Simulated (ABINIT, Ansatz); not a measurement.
## Quasiparticle gap of Cs3GaF6 (Fm-3m) in ABINIT

Aim: the G0W0 gap of Cs3GaF6 (Fm-3m) on PBEsol, step by step.

Calculated with ABINIT 10.8.3; PBEsol and many-body steps on it, plane waves.

This is a report of a sequence of runs, with most program output left out.

### 1. Starting point

The structure is cubic, space group Fm-3m (No. 225). Conventional cell: a = 9.448 Å, b = 9.448 Å, c = 9.448 Å, α = 90.00°, β = 90.00°, γ = 90.00°. Nearest to Cs lie 12 F at 3.37 Å. Nearest to Cs lie 6 F at 2.80 Å. Ga has 6 F at 1.92 Å nearest. Nearest to F lie 1 Ga at 1.92 Å and 5 Cs at 2.80 to 3.37 Å. Farther neighbours and most contacts between anions are not listed.

The cell and positions come from the Crystallography Open Database and are kept as given unless a step says otherwise. Spin-orbit coupling is left out unless a step names it.

### 2. Ground state

This step: ABINIT 10.8.3; DFT, PBEsol, plane waves, norm-conserving pseudopotentials.

The ground-state density comes first.

The input, run.abi:

```
acell 3*1.0 Angstrom
rprim 
  -0.000000000000 4.723900000000 4.723900000000
  4.723900000000 0.000000000000 4.723900000000
  4.723900000000 4.723900000000 0.000000000000
ntypat 3
znucl 55 31 9
natom 10
typat 1 1 1 2 3 3 3 3 3 3
xred 
  0.750000000000 0.750000000000 0.750000000000
  0.250000000000 0.250000000000 0.250000000000
  0.000000000000 0.000000000000 0.000000000000
  0.500000000000 0.500000000000 0.500000000000
  0.296500000000 0.703500000000 0.703500000000
  0.703500000000 0.296500000000 0.703500000000
  0.703500000000 0.296500000000 0.296500000000
  0.296500000000 0.703500000000 0.296500000000
  0.703500000000 0.703500000000 0.296500000000
  0.296500000000 0.296500000000 0.703500000000
pp_dirpath "pseudos"
pseudos "Cs.upf, Ga.upf, F.upf"
ecut 45
ngkpt 4 4 4
nshiftk 1
shiftk 0 0 0
kptopt 1
chksymbreak 0
nband 54
occopt 1
tolvrs 1e-10
nstep 60
prtwf 0
optforces 0
optstress 0
indata_prefix "in"
outdata_prefix "out"
tmpdata_prefix "tmp"
```

On the command line:

```
$ OMP_NUM_THREADS=1 mpirun -n 4 abinit run.abi > log
```

Wall time 6.4 min (4 MPI ranks of Intel Xeon 6975P-C (Granite Rapids), shared host); peak memory 0.97 GiB.

Numbers from this step:

* total energy: -12678.6658 eV
* gap: 5.914 eV
* k of the valence top: 0.5, 0, 0
* k of the conduction bottom: 0, 0, 0
* least direct gap: 5.939 eV

The gap is indirect, with the least direct gap 0.02 eV higher.

### 3. Empty states on the mesh, 2×2×2 mesh, 409 bands

The sums over transitions need many empty states on a uniform mesh; this step solves for them.

Changes to run.abi since step 2:

```diff
@@ -23,3 +23,3 @@
 ecut 45
-ngkpt 4 4 4
+ngkpt 2 2 2
 nshiftk 1
@@ -28,9 +28,10 @@
 chksymbreak 0
-nband 54
-occopt 1
-tolvrs 1e-10
+iscf -2
+irdden 1
+istwfk *1
+nband 409
+nbdbuf 36
+tolwfr 1e-09
 nstep 60
-prtwf 0
-optforces 0
-optstress 0
+prtvol 0
 indata_prefix "in"
```

On the command line:

```
$ OMP_NUM_THREADS=1 mpirun -n 3 abinit run.abi > log
```

Elapsed: 22 min, on 3 MPI ranks; peak memory 0.9 GiB; 67 min of CPU time.

Numbers from this step:

* gap: 5.914 eV
* k of the valence top: 0.5, 0, 0
* k of the conduction bottom: 0, 0, 0
* least direct gap: 5.939 eV
* k points computed: 3
* lowest point of the top converged band, above the valence top: 72.6215 eV

On this mesh the gap is 5.914 eV.

### 4. Screening, 2×2×2 mesh, 373 bands, screening to 217.7 eV

The RPA dielectric matrix is built and inverted for each q.

This step: RPA screening on PBEsol, plane waves, norm-conserving pseudopotentials.

Changes to run.abi since step 3:

```diff
@@ -28,10 +28,11 @@
 chksymbreak 0
-iscf -2
-irdden 1
 istwfk *1
-nband 409
-nbdbuf 36
-tolwfr 1e-09
-nstep 60
-prtvol 0
+occopt 1
+irdwfk 1
+optdriver 3
+nband 373
+ecuteps 8
+inclvkb 2
+awtr 1
+symchi 1
 indata_prefix "in"
```

On the command line:

```
$ OMP_NUM_THREADS=1 mpirun -n 4 abinit run.abi > log
```

The job ended after 26 min (4 MPI ranks; peak memory 8 GiB; 1.7 h of CPU time).

This step gave:

| Item | Value |
| --- | --- |
| ε∞ with local fields, on this mesh, along the program's q direction | 2.237 |
| the same without local fields | 2.531 |
| plasma frequency | 24.26 eV |
| plane waves in the screening matrix | 1471 |

Local fields lower ε∞ by 12 %. On a Γ-centred mesh this coarse the value itself is usually too large, while a short band sum pulls it down.

### 5. Self-energy, 2×2×2 mesh, 373 bands, screening to 217.7 eV

The self-energy is evaluated for the states that the input lists, and the levels follow from it, in one-shot runs by the linearised quasiparticle equation.

This step: G0W0 on PBEsol, plane waves, norm-conserving pseudopotentials.

Changes to run.abi since step 4:

```diff
@@ -31,8 +31,17 @@
 irdwfk 1
-optdriver 3
+optdriver 4
 nband 373
+gwcalctyp 0
+ecutsigx 45
+symsigma 1
+nkptgw 2
+kptgw 
+  0.5000000000 0.0000000000 0.0000000000
+  0.0000000000 0.0000000000 0.0000000000
+bdgw 
+  44 47
+  43 48
 ecuteps 8
-inclvkb 2
-awtr 1
-symchi 1
+irdscr 1
+ppmodel 1
 indata_prefix "in"
```

Wall time 9.3 min (4 MPI ranks); peak memory 7 GiB.

Numbers from this step:

```yaml
g0w0_gap_on_the_points_computed: 8.952 eV
starting_gap_on_the_mesh: 5.914 eV
k_of_the_valence_top: 0.5, 0, 0
k_of_the_conduction_bottom: 0, 0, 0
z_at_the_valence_top: 0.797
z_at_the_conduction_bottom: 0.881
least_direct_g0w0_gap_on_the_computed_points: 9.032 eV
```

The gap on the mesh goes from 5.91 eV to 8.95 eV, a correction of +3.04 eV.

Limits: finite bands, cutoff and mesh; no spin-orbit coupling; coarse k mesh. v1 is the top filled band, c1 the lowest empty one. The levels before and after the correction (eV, zero at the valence-band top of each column):

```csv
,conduction bottom,valence top
Kohn-Sham,5.91,0.00
G0W0,8.95,0.00
```

```csv
,level,energy (eV)
Kohn-Sham,(0.5 0 0) v2-v1,0.000
Kohn-Sham,(0.5 0 0) c1,7.612
Kohn-Sham,(0.5 0 0) c2,7.956
Kohn-Sham,Γ v3-v1,-0.024
Kohn-Sham,Γ c1,5.914
Kohn-Sham,Γ c2-c3,7.619
G0W0,(0.5 0 0) v2-v1,0.000
G0W0,(0.5 0 0) c1,11.279
G0W0,(0.5 0 0) c2,10.924
G0W0,Γ v3-v1,-0.080
G0W0,Γ c1,8.952
G0W0,Γ c2-c3,10.513
```

### 6. Where the time went

Times are wall times on the hardware named with each run, good to a factor of about two.

```csv
step,time,share,memory (GiB)
ground state,6.4 min,10 %,0.97
empty states on the mesh,22 min,35 %,0.9
screening,26 min,40 %,8.0
self-energy,9.3 min,14 %,7.0
```

### 7. Summary of results

```
PBEsol gap           : 5.91 eV, indirect (only 24 meV under the direct gap)
G0W0 gap on the mesh : 8.95 eV
GW settings          : 2×2×2 mesh, 373 bands, screening to 217.7 eV, Godby-Needs plasmon pole
known limits         : not at the basis limit; no spin-orbit coupling; coarse k mesh
```

In words: G0W0 moves the gap on the mesh from 5.91 eV to 8.95 eV (+3.04 eV), with Z of 0.80 and 0.88 at the edges. Local fields lower the RPA ε∞ on this mesh from 2.53 to 2.24; a Γ-centred mesh this coarse tends to raise both, most where the direct gap is narrow, while a short band sum lowers them. Only 2 of the mesh's irreducible points were corrected, so a valley elsewhere could overtake. Bands and cutoff are finite, so the gap is not at the basis limit. The miss can reach some tenths of an eV and take either sign; the mesh is an error of its own. In the G0W0 run levels were corrected at 2 k points alone, so a gap called «on the mesh» is the least over those, and an edge elsewhere would be missed. The 2×2×2 mesh is coarse for this cell, which bears on the long-range parts of exchange and screening. The many-body steps are scalar-relativistic: spin-orbit coupling is not in them.

[Paths, hosts, dates, memory and timing lines, banners, echoed tables and standing remarks are left out of the program output.]

[Logs are printed without paths, hosts, clocks, repeated set-up lines and the standing remarks that a program may print on its own settings, such as how far it seeks lower states.]

[Runs of the session that timed out or met a known fault of the program may be left out.]

[Hosts, paths, dates, database ids (printed as entryN), source tags and the programs' standing remarks are cut or masked in the printed files.]

[G0W0 gaps are taken among the corrected bands and points alone; a level outside them can change the order at an edge.]

[Where Ansatz stands beside ABINIT at settings called matched, ABINIT's density can come from a denser mesh and the files from another edition; pairs whose starting gaps differed by over 0.03 eV were left out, so agreement reads better than it is.]
